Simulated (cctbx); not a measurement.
## Interatomic vectors of Ga2Co5As

Space group Pbam (no. 55), a = 5.1730 Å, b = 9.6660 Å, c = 3.8480 Å, α = 90.00°, β = 90.00°, γ = 90.00°, content As2 Ga4 Co10.

The data are simulated with cctbx, not measured: synchrotron X-rays, λ = 0.6889 Å, to d = 0.8 Å, 95 % of the full sphere, strongest reflection 5000 counts, noise from counting, a 1.5 % proportional error and a noise floor of 2 counts (s.d.); no absorption.

Patterson synthesis, origin scaled to 1000:

```text
Patterson group P m m m
      u       v       w   height  length (A)
  0.000   0.000   0.000   1000.0     0.00
  0.500   0.000   0.000    462.3     2.59
  0.500   0.372   0.500    406.7     4.83
  0.248   0.500   0.000    380.3     5.00
  0.288   0.118   0.500    349.7     2.69
  0.156   0.252   0.000    266.4     2.57
  0.500   0.500   0.000    253.0     5.48
  0.000   0.500   0.000    224.9     4.83
  0.103   0.362   0.500    197.0     4.03
  0.000   0.422   0.500    196.9     4.51
  0.339   0.248   0.000    170.3     2.97
  0.172   0.500   0.500      1.2     5.28
  0.000   0.123   0.060      0.4     1.21
  0.384   0.000   0.500     -3.6     2.77
```

Q: Assign the vectors.

A peak at u stands for all pairs with xi − xj = u, with weight Σ ZiZj against Σ Z² = 13312 at the origin. Peak heights follow these weights only roughly, since form factors, motion and series ripples differ, all vectors within 0.55 Å of a peak are counted as merged into it though the farther ones add only part of their weight, and F(000) is left out, which lowers the whole map:

| u | v | w | shortest length (Å) | height | 1000 ΣZiZj/ΣZ² | pairs in the cell |
| --- | --- | --- | --- | --- | --- | --- |
| 0.500 | 0.000 | 0.000 | 2.59 | 462 | 990 | 8 × Ga–Co, 4 × As–Co, 4 × Co–Co |
| 0.500 | 0.372 | 0.500 | 4.83 | 407 | 471 | 4 × Ga–Co, 4 × Co–Co |
| 0.248 | 0.500 | 0.000 | 5.00 | 380 | 724 | 6 × Co–Co, 4 × Ga–Co, 2 × Ga–Ga |
| 0.288 | 0.118 | 0.500 | 2.69 | 350 | 624 | 4 × Ga–Co, 4 × Co–Co, 2 × As–Ga |
| 0.156 | 0.252 | 0.000 | 2.57 | 266 | 369 | 2 × As–Co, 2 × Ga–Co, 2 × Co–Co |
| 0.500 | 0.500 | 0.000 | 5.48 | 253 | 273 | 2 × As–As, 2 × Co–Co |
| 0.000 | 0.500 | 0.000 | 4.83 | 225 | 268 | 4 × As–Co |
| 0.103 | 0.362 | 0.500 | 4.03 | 197 | 373 | 4 × Co–Co, 2 × As–Ga |
| 0.000 | 0.422 | 0.500 | 4.51 | 197 | 252 | 4 × Ga–Co |
| 0.339 | 0.248 | 0.000 | 2.97 | 170 | 298 | 3 × Co–Co, 2 × As–Co |

The table stops at ten peaks or at a height of 45, below which ripples compete. In the model behind the data As, the heaviest element, has 1 independent site: (1/2, 0, 0), up to an allowed shift of origin; the As–As vectors are differences of these positions and their symmetry mates. Elements of similar Z can't be told apart from the map alone. The whole model:

```
atom  mult.       x       y    z  Ueq (Å²)
 As1      2     1/2       0    0    0.0038
 Ga1      4  0.8790  0.8542  1/2    0.0045
 Co1      2       0       0    0    0.0059
 Co2      4  0.6429  0.7728    0    0.0050
 Co3      4  0.1686  0.3972  1/2    0.0061
```

The model is made up (kin elements in a known structure type, no relaxation), so it says nothing on whether the phase exists.

[Logs are printed without paths, hosts, clocks, repeated set-up lines and the standing remarks that a program may print on its own settings, such as how far it seeks lower states.]
